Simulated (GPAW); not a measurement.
# STM contrast on O/Ti(0001)

Wanted: filled- and empty-state images of O/Ti(0001), with its work function.

Program: GPAW 26.7.0. Level of theory: GPAW, PAW setups; slab in vacuum, relaxation, in the first sound run; inputs show where later runs differ. Results are calculated unless marked as measured.

## 1. Set-up

The cell holds 5 atoms: 4 Ti and 1 O. Cell: a = 2.950 Å, b = 2.950 Å, c = 26.512 Å, α = 90.0°, β = 90.0°, γ = 60.0°. Vacuum lies along c.

## 2. Relaxation

Forces are removed first; all later runs use this geometry. The lowest 2 atoms are held at bulk positions and keep their forces.

File run.py:

```python
import json
import numpy as np
from ase import Atoms
from ase.constraints import FixAtoms
from ase.optimize import BFGS
from gpaw import GPAW, PW

slab = Atoms(
    ['Ti', 'Ti', 'Ti', 'Ti', 'O'],
    positions=[
        [2.95000, 1.70318, 9.00000],
        [0.00000, 0.00000, 11.34230],
        [2.95000, 1.70318, 13.68460],
        [0.00000, 0.00000, 16.02690],
        [1.47500, 0.85159, 17.51242]],
    cell=[[2.95, 0.0, 0.0], [1.475, 2.55477, 0.0], [0.0, 0.0, 26.51242]],
    pbc=[True, True, False])

slab.calc = GPAW(mode=PW(500), xc='PBE', kpts={'size': (12, 12, 1), 'gamma': True},
                 occupations={'name': 'fermi-dirac', 'width': 0.1}, nbands='160%',
                 convergence={'density': 1e-05}, maxiter=200,
                 poissonsolver={'dipolelayer': 'xy'},
                 symmetry={'tolerance': 1e-3, 'extra_ids': [1, 1, 0, 0, 0]}, txt='slab.txt')
result = {}
slab.set_constraint(FixAtoms([0, 1]))
path = []
opt = BFGS(slab, maxstep=0.2)
opt.attach(lambda: path.append((slab.get_potential_energy(), slab.positions.tolist(), slab.get_forces().tolist())))
result['relaxed'] = bool(opt.run(fmax=0.03, steps=40))
result['path'] = path
energy = slab.get_potential_energy()
fermi = slab.calc.get_fermi_level()
v = slab.calc.get_electrostatic_potential().mean((0, 1)) - fermi
n = slab.calc.get_pseudo_density().mean((0, 1))
L = slab.cell[2, 2]
z = np.arange(len(v)) * L / len(v)
low, high = slab.positions[:, 2].min(), slab.positions[:, 2].max()
below, above = np.interp([low - 6.8, high + 6.8], z, v)
slopes = [np.interp(x, z, np.gradient(v, z)) for x in (low - 6.8, high + 6.8)]
eps = np.array([[slab.calc.get_eigenvalues(k, s) for k in range(len(slab.calc.get_ibz_k_points()))]
                for s in range(slab.calc.get_number_of_spins())]) - fermi
top, bottom = eps[eps < 0].max(), eps[eps > 0].min()
dipole = slab.get_dipole_moment()[2]
print(f'energy {energy:.4f} eV, Fermi level {fermi:.4f} eV, dipole {dipole:.5f} e A')
print(f'potential 6.8 A off the faces, from the Fermi level: lower {below:.4f} eV, upper {above:.4f} eV')
print(f'slope of the potential there: lower {slopes[0]:.5f}, upper {slopes[1]:.5f} eV/A')
print(f'nearest levels on the mesh: {top:.4f} and {bottom:.4f} eV')
print('magnetic moment', round(slab.get_magnetic_moment(), 3))
result.update(energy=energy, fermi=fermi, dipole=dipole, below=below, above=above, slopes=slopes, edges=[top, bottom],
              z=z.tolist(), v=v.tolist(), n=n.tolist(), positions=slab.positions.tolist(),
              forces=slab.get_forces(apply_constraint=False).tolist(), moments=slab.get_magnetic_moments().tolist())
json.dump(result, open('result.json', 'w'))
```

Command:

```
OMP_NUM_THREADS=1 OPENBLAS_NUM_THREADS=1 python run.py
```

The program printed:

```text
Step          Energy          fmax
BFGS:    0      -32.707505        5.920986
BFGS:    1      -33.638617        5.071463
BFGS:    2      -34.817144        0.843271
BFGS:    3      -34.832955        0.425557
BFGS:    4      -34.836908        0.316416
BFGS:    5      -34.847677        0.318951
BFGS:    6      -34.852557        0.253858
BFGS:    7      -34.854159        0.113887
BFGS:    8      -34.854543        0.090256
BFGS:    9      -34.854992        0.112930
BFGS:   10      -34.856328        0.201583
BFGS:   11      -34.860949        0.358238
BFGS:   12      -34.859674        0.574184
BFGS:   13      -34.866309        0.318208
BFGS:   14      -34.868715        0.178133
BFGS:   15      -34.870179        0.007669
energy -34.7496 eV, Fermi level 0.3154 eV, dipole -0.02780 e A
potential 6.8 A off the faces, from the Fermi level: lower 4.4343 eV, upper 5.0827 eV
slope of the potential there: lower -0.00112, upper -0.00004 eV/A
nearest levels on the mesh: -0.0096 and 0.0260 eV
magnetic moment 0.0
```

Run time: 30 min. Hardware: 1 thread of Arm Neoverse V2, shared host; peak memory 0.28 GiB.

This run has no spin polarisation, although Ti can carry a moment.

Relaxation path:

```tsv
step	energy less that of the first step (eV)	largest force (eV/Å)
1	0.0000	5.9210
2	-0.9297	5.0715
3	-2.1115	0.8433
4	-2.1283	0.4256
5	-2.1321	0.3164
6	-2.1424	0.3190
7	-2.1473	0.2539
8	-2.1490	0.1139
9	-2.1495	0.0903
10	-2.1500	0.1129
11	-2.1515	0.2016
12	-2.1566	0.3582
13	-2.1561	0.5742
14	-2.1623	0.3182
15	-2.1646	0.1781
16	-2.1660	0.0077
```

The atoms that moved most (Å):

```tsv
atom	dx	dy	dz	length
O5	0.000	0.000	-0.473	0.473
Ti4	0.000	0.000	0.138	0.138
Ti3	0.000	0.000	-0.010	0.010
```

The relaxed structure:

```
Ti O
1.0
     2.95000    0.00000    0.00000
     1.47500    2.55477    0.00000
     0.00000    0.00000   26.51242
Ti O
4 1
Direct
  0.66667 0.66667 0.33946
  0.00000 0.00000 0.42781
  0.66667 0.66667 0.51578
  0.00000 0.00000 0.60973
  0.33333 0.33333 0.64271
```

Numbers from this step:

| Item | Value |
| --- | --- |
| dipole along the normal | -0.02780 e·Å |
| levels nearest the Fermi level on the mesh | -0.009605, 0.02603 eV from the Fermi level |
| upper work function | 5.083 eV |
| lower work function | 4.434 eV |

The electrostatic potential energy of an electron (without an applied field's), less the Fermi level, planar mean oscillates, so the rows of the table below give means over windows of 1 Å about each position, cut where the curve ends. Its maxima inside the range that stand out by 2 % of the span (Å: eV): 10.1: -0.201, 12.5: -0.410, 14.9: 0.714, 16.8: -13.8. Its minima: 9.0: -19.7, 11.4: -19.5, 13.6: -19.3, 16.2: -20.5, 16.9: -15.0.

Electrostatic potential energy of an electron (without an applied field's), less the Fermi level, planar mean against z; means over each step:

```tsv
z (Å)	electrostatic potential energy of an electron (without an applied field's), less the Fermi level, planar mean (eV)
0	4.56
1	4.44
2	4.43
3	4.43
4	4.43
5	4.42
6	4.34
7	3.64
8	-1.64
9	-15.4
10	-2.31
11	-12.3
12	-6.80
13	-6.46
14	-12.4
15	-0.829
16	-15.5
17	-11.3
18	3.58
19	5.04
20	5.08
21	5.08
22	5.08
23	5.08
24	5.08
25	5.08
26	5.04
```

The pseudo valence density, planar mean by z:

```tsv
z (Å)	pseudo valence density, planar mean (e/Å³)
4.5	7.0e-5
5.0	2.2e-4
5.5	6.5e-4
6.0	0.00201
6.5	0.00596
7.0	0.0165
7.5	0.0423
8.0	0.117
8.5	0.608
9.0	1.56
9.5	0.631
10.0	0.207
10.5	0.259
11.0	0.978
11.5	1.41
12.0	0.400
12.5	0.189
13.0	0.381
13.5	1.38
14.0	1.01
14.5	0.256
15.0	0.178
15.5	0.367
16.0	1.40
16.5	1.29
17.0	1.06
17.5	0.443
18.0	0.0675
18.5	0.0108
19.0	0.00176
19.5	3.0e-4
20.0	5.6e-5
```

The relaxation lowered the energy of the cell by 2.17 eV (energies extrapolated to zero smearing; the optimiser's log prints free energies). The largest force left on a free atom is 0.0077 eV/Å.

## 3. The slab's potential

The work function is the vacuum plateau of the electrostatic potential less the Fermi level; a dipole layer lets the two faces have plateaus of their own.

This step: GPAW, PAW setups; slab in vacuum (GPAW 26.7.0).

Changes to run.py since step 2:

```diff
@@ -3,4 +3,3 @@
 from ase import Atoms
-from ase.constraints import FixAtoms
-from ase.optimize import BFGS
+from ase.dft.stm import STM
 from gpaw import GPAW, PW
@@ -12,5 +11,5 @@
         [0.00000, 0.00000, 11.34230],
-        [2.95000, 1.70318, 13.68460],
-        [0.00000, 0.00000, 16.02690],
-        [1.47500, 0.85159, 17.51242]],
+        [2.95000, 1.70318, 13.67460],
+        [-0.00000, -0.00000, 16.16536],
+        [1.47500, 0.85159, 17.03992]],
     cell=[[2.95, 0.0, 0.0], [1.475, 2.55477, 0.0], [0.0, 0.0, 26.51242]],
@@ -22,10 +21,4 @@
                  poissonsolver={'dipolelayer': 'xy'},
-                 symmetry={'tolerance': 1e-3, 'extra_ids': [1, 1, 0, 0, 0]}, txt='slab.txt')
+                 symmetry={'tolerance': 1e-3}, txt='slab.txt')
 result = {}
-slab.set_constraint(FixAtoms([0, 1]))
-path = []
-opt = BFGS(slab, maxstep=0.2)
-opt.attach(lambda: path.append((slab.get_potential_energy(), slab.positions.tolist(), slab.get_forces().tolist())))
-result['relaxed'] = bool(opt.run(fmax=0.03, steps=40))
-result['path'] = path
 energy = slab.get_potential_energy()
@@ -51,2 +44,16 @@
               forces=slab.get_forces(apply_constraint=False).tolist(), moments=slab.get_magnetic_moments().tolist())
+
+# Images need the states of the whole zone, up to time reversal
+slab.calc = slab.calc.fixed_density(symmetry={'point_group': False}, txt='states.txt', nbands='250%',
+                                    convergence={'bands': 'CBM+1.3'})
+stm = STM(slab)
+result['stm'] = []
+for bias in [-1.0, 1.0]:
+    height = high + 3.0
+    current = stm.get_averaged_current(bias, height)
+    x, y, h = stm.scan(bias, current)
+    i, f = divmod(height / L * stm.ldos.shape[2], 1)
+    I = abs((1 - f) * stm.ldos[:, :, int(i)] + f * stm.ldos[:, :, int(i) + 1])
+    print(f'bias {bias} V: mean current at 3.0 A {current:.4e}, corrugation {np.ptp(h):.4f} A')
+    result['stm'].append(dict(bias=bias, current=current, h=(h - high).tolist(), I=I.tolist()))
 json.dump(result, open('result.json', 'w'))
```

The program printed:

```text
energy -34.7496 eV, Fermi level 0.3153 eV, dipole -0.02779 e A
potential 6.8 A off the faces, from the Fermi level: lower 4.4343 eV, upper 5.0827 eV
slope of the potential there: lower -0.00112, upper -0.00004 eV/A
nearest levels on the mesh: -0.0096 and 0.0261 eV
magnetic moment 0.0
bias -1.0 V: mean current at 3.0 A 4.9818e-06, corrugation 0.1292 A
bias 1.0 V: mean current at 3.0 A 3.7957e-06, corrugation 0.1884 A
```

It took 6.7 min on 1 thread; peak memory 0.83 GiB.

Numbers from this step:

* dipole along the normal: -0.02779 e·Å
* levels nearest the Fermi level on the mesh: -0.009620, 0.02605 eV from the Fermi level
* corrugation -1: 0.1292 Å
* corrugation 1: 0.1884 Å

The electrostatic potential energy of an electron (without an applied field's), less the Fermi level, planar mean oscillates, so the rows of the table below give means over windows of 1 Å about each position, cut where the curve ends. Its maxima inside the range that stand out by 2 % of the span (Å: eV): 10.1: -0.201, 12.5: -0.410, 14.9: 0.714, 16.8: -13.8. Its minima: 9.0: -19.7, 11.4: -19.5, 13.6: -19.3, 16.2: -20.5, 16.9: -15.0.

The electrostatic potential energy of an electron (without an applied field's), less the Fermi level, planar mean by z; means over each step:

z (Å), electrostatic potential energy of an electron (without an applied field's), less the Fermi level, planar mean (eV) and a bar from the least value:
```
        0        4.6 #############################
        1        4.4 #############################
        2        4.4 #############################
        3        4.4 #############################
        4        4.4 #############################
        5        4.4 #############################
        6        4.3 #############################
        7        3.6 ############################
        8       -1.6 ####################
        9      -15.4 
       10       -2.3 ###################
       11      -12.3 #####
       12       -6.8 #############
       13       -6.5 #############
       14      -12.4 ####
       15       -0.8 #####################
       16      -15.5 
       17      -11.3 ######
       18        3.6 ############################
       19        5.0 ##############################
       20        5.1 ##############################
       21        5.1 ##############################
       22        5.1 ##############################
       23        5.1 ##############################
       24        5.1 ##############################
       25        5.1 ##############################
       26        5.0 ##############################
```

Pseudo valence density, planar mean against z:

z (Å), pseudo valence density, planar mean (e/Å³) and a bar:
```
      4.5       0.00 
      5.0       0.00 
      5.5       0.00 
      6.0       0.00 
      6.5       0.01 
      7.0       0.02 
      7.5       0.04 #
      8.0       0.12 ##
      8.5       0.61 ############
      9.0       1.56 ##############################
      9.5       0.63 ############
     10.0       0.21 ####
     10.5       0.26 #####
     11.0       0.98 ###################
     11.5       1.41 ###########################
     12.0       0.40 ########
     12.5       0.19 ####
     13.0       0.38 #######
     13.5       1.38 ##########################
     14.0       1.01 ###################
     14.5       0.26 #####
     15.0       0.18 ###
     15.5       0.37 #######
     16.0       1.40 ###########################
     16.5       1.29 #########################
     17.0       1.06 ####################
     17.5       0.44 #########
     18.0       0.07 #
     18.5       0.01 
     19.0       0.00 
     19.5       0.00 
     20.0       0.00
```

Tip height over the top atom over a1 and a2. Sample bias -1 V, constant current at the mean current 3.0 Å over the top atom.

Values in Å, 16 rows by 16 columns:
```
2.99 2.99 3.00 3.00 3.00 2.99 2.99 3.00 3.00 3.00 3.00 2.99 2.99 3.00 3.00 3.00
3.01 3.01 3.01 3.00 2.99 2.98 2.97 2.97 2.97 2.97 2.97 2.97 2.97 2.98 2.99 3.00
3.01 3.02 3.02 3.01 3.00 2.98 2.97 2.96 2.96 2.94 2.94 2.96 2.96 2.97 2.98 3.00
3.01 3.02 3.03 3.02 3.01 2.99 2.97 2.96 2.95 2.94 2.92 2.94 2.95 2.96 2.97 2.99
3.01 3.02 3.04 3.04 3.02 3.01 2.99 2.97 2.96 2.94 2.92 2.92 2.94 2.96 2.97 2.99
3.01 3.02 3.04 3.05 3.04 3.02 3.01 3.00 2.97 2.94 2.92 2.92 2.92 2.94 2.97 3.00
3.02 3.02 3.02 3.03 3.03 3.02 3.02 3.02 3.00 2.97 2.94 2.94 2.94 2.94 2.97 3.00
3.02 3.02 3.02 3.02 3.02 3.02 3.02 3.02 3.02 3.00 2.97 2.96 2.95 2.96 2.97 3.00
3.02 3.02 3.02 3.02 3.03 3.03 3.02 3.02 3.02 3.02 3.00 2.97 2.96 2.96 2.97 3.00
3.01 3.02 3.02 3.02 3.03 3.04 3.03 3.02 3.02 3.02 3.01 2.99 2.97 2.97 2.97 2.99
3.01 3.02 3.02 3.02 3.03 3.04 3.04 3.03 3.02 3.02 3.02 3.01 2.99 2.98 2.98 2.99
3.01 3.02 3.04 3.03 3.02 3.03 3.03 3.03 3.02 3.03 3.04 3.02 3.01 3.00 2.99 3.00
3.01 3.02 3.04 3.05 3.03 3.02 3.02 3.02 3.02 3.03 3.05 3.04 3.02 3.01 3.00 3.00
3.01 3.02 3.03 3.04 3.04 3.02 3.02 3.02 3.02 3.02 3.04 3.04 3.03 3.02 3.01 3.00
2.99 3.01 3.02 3.02 3.02 3.02 3.02 3.02 3.02 3.02 3.02 3.02 3.02 3.02 3.01 2.99
2.98 2.99 3.01 3.01 3.01 3.01 3.01 3.02 3.02 3.02 3.01 3.01 3.01 3.01 3.01 2.99
```
Columns: a1 from 0 to 0.938; rows upwards: a2 from 0 to 0.938.

Local density of states summed over the bias window over a1 and a2. Sample bias -1 V, constant height 3.0 Å over the top atom.

Values in units of 1e-6 arbitrary, 16 rows by 16 columns:
```
4.8 4.8 5.0 5.0 4.9 4.8 4.9 4.9 5.0 5.0 4.9 4.9 4.8 4.9 5.0 5.0
5.1 5.1 5.1 5.0 4.8 4.6 4.5 4.6 4.7 4.7 4.7 4.6 4.5 4.6 4.8 5.0
5.2 5.3 5.3 5.2 4.9 4.6 4.3 4.3 4.4 4.3 4.3 4.4 4.3 4.3 4.6 4.9
5.1 5.3 5.4 5.3 5.1 4.8 4.5 4.3 4.2 4.1 3.9 4.1 4.2 4.3 4.5 4.8
5.1 5.3 5.5 5.5 5.3 5.1 4.9 4.6 4.4 4.1 3.7 3.7 4.1 4.4 4.6 4.9
5.1 5.2 5.4 5.6 5.4 5.2 5.1 4.9 4.7 4.3 3.9 3.7 3.9 4.3 4.7 4.9
5.2 5.2 5.3 5.4 5.4 5.3 5.2 5.2 5.0 4.7 4.3 4.1 4.1 4.3 4.7 5.0
5.3 5.3 5.2 5.3 5.3 5.3 5.2 5.3 5.3 5.0 4.7 4.4 4.2 4.4 4.7 5.0
5.2 5.3 5.2 5.3 5.4 5.4 5.3 5.2 5.3 5.2 4.9 4.6 4.3 4.3 4.6 4.9
5.1 5.2 5.2 5.3 5.4 5.5 5.4 5.3 5.2 5.2 5.1 4.9 4.5 4.3 4.5 4.9
5.1 5.2 5.3 5.3 5.4 5.5 5.5 5.4 5.3 5.3 5.2 5.1 4.8 4.6 4.6 4.8
5.1 5.3 5.4 5.4 5.3 5.4 5.4 5.4 5.3 5.4 5.4 5.3 5.1 4.9 4.8 4.9
5.2 5.3 5.5 5.6 5.4 5.3 5.3 5.3 5.3 5.4 5.6 5.5 5.3 5.2 5.0 5.0
5.1 5.3 5.4 5.5 5.4 5.3 5.2 5.2 5.2 5.3 5.4 5.5 5.4 5.3 5.1 5.0
4.8 5.1 5.3 5.3 5.3 5.2 5.2 5.3 5.3 5.2 5.2 5.3 5.3 5.3 5.1 4.8
4.7 4.8 5.1 5.2 5.1 5.1 5.1 5.2 5.3 5.2 5.1 5.1 5.1 5.2 5.1 4.8
```
Columns: a1 from 0 to 0.938; rows upwards: a2 from 0 to 0.938.

Tip height over the top atom over a1 and a2. Sample bias 1 V, constant current at the mean current 3.0 Å over the top atom.

Ten even steps from '0' (2.91 Å) to '9' (3.10 Å):
```
0012234566543221
2222223444443222
2332222332233222
3444333322122333
4566544432112344
6678766542111245
6778877664222246
7778987776432346
6778998776543345
6778999877643234
4678999987643223
3578999998753222
2468888888864222
2346777777764321
0234567777654320
0022346676643220
```
Columns: a1 from 0 to 0.938; rows upwards: a2 from 0 to 0.938.

Local density of states summed over the bias window over a1 and a2. Sample bias 1 V, constant height 3.0 Å over the top atom.

Ten even steps from '0' (2.81 × 1e-6 arbitrary) to '9' (4.70 × 1e-6 arbitrary):
```
0012235666653221
2222223454543222
3333222233332222
3454333222222233
5566555432112345
6678766653212356
7789987764322346
7779997776532356
7778998777642246
6778999877653235
5689999998653223
3579999999753222
3468998899864322
2356787778765321
0234567777654320
0023356777653320
```
Columns: a1 from 0 to 0.938; rows upwards: a2 from 0 to 0.938.

Force by atom:

```tsv
atom	x (eV/Å)	y (eV/Å)	z (eV/Å)	size
Ti1	0.000	0.000	0.482	0.482
Ti2	0.000	0.000	-0.476	0.476
Ti3	0.000	0.000	0.002	0.002
Ti4	0.000	0.000	-0.004	0.004
O5	0.000	0.000	-0.008	0.008
```

The potential is flat to 0.001 eV/Å where it is read, so the vacuum is wide enough.

## 4. A changed run

One more run, with changed settings.

Changes to run.py since step 3:

```diff
@@ -3,4 +3,4 @@
 from ase import Atoms
-from ase.dft.stm import STM
 from gpaw import GPAW, PW
+from gpaw.external import ConstantElectricField
 
@@ -19,4 +19,5 @@
                  occupations={'name': 'fermi-dirac', 'width': 0.1}, nbands='160%',
-                 convergence={'density': 1e-05}, maxiter=200,
+                 convergence={'density': 1e-05}, maxiter=50,
                  poissonsolver={'dipolelayer': 'xy'},
+                 external=ConstantElectricField(1.5, [0, 0, 1]),
                  symmetry={'tolerance': 1e-3}, txt='slab.txt')
@@ -44,16 +45,2 @@
               forces=slab.get_forces(apply_constraint=False).tolist(), moments=slab.get_magnetic_moments().tolist())
-
-# Images need the states of the whole zone, up to time reversal
-slab.calc = slab.calc.fixed_density(symmetry={'point_group': False}, txt='states.txt', nbands='250%',
-                                    convergence={'bands': 'CBM+1.3'})
-stm = STM(slab)
-result['stm'] = []
-for bias in [-1.0, 1.0]:
-    height = high + 3.0
-    current = stm.get_averaged_current(bias, height)
-    x, y, h = stm.scan(bias, current)
-    i, f = divmod(height / L * stm.ldos.shape[2], 1)
-    I = abs((1 - f) * stm.ldos[:, :, int(i)] + f * stm.ldos[:, :, int(i) + 1])
-    print(f'bias {bias} V: mean current at 3.0 A {current:.4e}, corrugation {np.ptp(h):.4f} A')
-    result['stm'].append(dict(bias=bias, current=current, h=(h - high).tolist(), I=I.tolist()))
 json.dump(result, open('result.json', 'w'))
```

The program printed:

```text
energy -35.2672 eV, Fermi level -1.3755 eV, dipole 0.81746 e A
potential 6.8 A off the faces, from the Fermi level: lower 17.8565 eV, upper -1.2807 eV
slope of the potential there: lower -0.55012, upper 0.01180 eV/A
nearest levels on the mesh: -0.0173 and 0.0006 eV
magnetic moment 0.0
```

Elapsed: 12 min, on 1 thread; peak memory 0.6 GiB.

The run finished. A setting was moved off its sound value on purpose, so it serves as a test and not as the result.

The fault put into the input: a field far too strong (field = 1.5).

The two runs compared:

```tsv
quantity	this run	sound run	difference
dipole along the normal (e·Å)	0.81746	-0.027788	0.845
```

The dipole along the normal changes sign: 0.817 e·Å against -0.0278 e·Å.

## 5. Outcome

| Item | Value |
| --- | --- |
| work function, upper and lower face | 5.083 and 4.434 eV |
| dipole along the normal | -0.0278 e Å |
| corrugation at -1 V | 0.129 Å as printed, 0.11 Å or less without short-wave noise |
| corrugation at 1 V | 0.188 Å |

What this shows: At -1 V GPAW's map carries short-wave noise, which can't be real at this height: without waves under 1.5 Å it spans 0.11 Å against 0.13 Å printed. The reading below uses the filtered value, which may still be too high. The corrugation at constant current is largest at 1 V, where the tip height varies by 0.19 Å over the cell. Negative sample bias images filled states, positive bias empty ones. The two faces differ by 0.65 eV, the step that the slab's dipole makes (e p/(ε0 A) gives 0.67 eV), so the dipole layer is needed. The images are of Tersoff-Hamann type: an s-wave tip, no tip-sample forces, heights closer than in a microscope. The cell of 7.54 Å² holds one O, started on one chosen site; other sites and coverages weren't tried. The runs had no spin polarisation, so a magnetic state, which thin layers of d-metal atoms can have, wasn't tested. The in-plane lattice was kept as typed, which isn't the functional's own and leaves some strain; spin-orbit coupling and temperature are left out.

[Logs are printed without paths, hosts, clocks, repeated set-up lines and the standing remarks that a program may print on its own settings, such as how far it seeks lower states.]

[Hosts, paths, dates, database ids (printed as entryN), source tags and the programs' standing remarks are cut or masked in the printed files.]
